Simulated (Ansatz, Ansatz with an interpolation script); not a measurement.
Rows from a G0W0 calculation on Cs2LiYCl6 (Fm-3m) (Ansatz 0.2.0; G0W0 on LDA, plane waves, PAW; PAW set soft_1; 2×2×2 mesh, 755 empty bands, screening to 110 eV, PAW set soft_1 files), in eV. Spin-orbit coupling is left out.

| row | k | band | start | Σx | Σc at the solution | Vxc |
| --- | --- | --- | --- | --- | --- | --- |
| A | Γ | v10 | 0.741 | -19.880 | 2.910 | -15.518 |
| B | Γ | v4 | 2.020 | -21.104 | 2.718 | -17.020 |
| C | Γ | v7 | 1.615 | -20.416 | 2.912 | -16.066 |
| D | Γ | c4 | 7.564 | -5.276 | -3.632 | -9.995 |
| E | Γ | v1 | 2.237 | -21.076 | 2.786 | -16.914 |
| F | Γ | c1 | 6.983 | -7.524 | -4.360 | -13.348 |

Work out each quasiparticle level and how far it moved.

The quasiparticle equation reads E = start + Σx + Σc(E) − Vxc.

| row | E (eV) | shift (eV) |
| --- | --- | --- |
| A | -0.711 | −1.452 |
| B | 0.654 | −1.366 |
| C | 0.177 | −1.438 |
| D | 8.651 | +1.087 |
| E | 0.861 | −1.376 |
| F | 8.447 | +1.464 |

Limits: not at the basis limit; no spin-orbit coupling; coarse k mesh.

[Runs of the session that timed out or met a known fault of the program may be left out.]

[Hosts, paths, dates, database ids (printed as entryN), source tags and the programs' standing remarks are cut or masked in the printed files.]
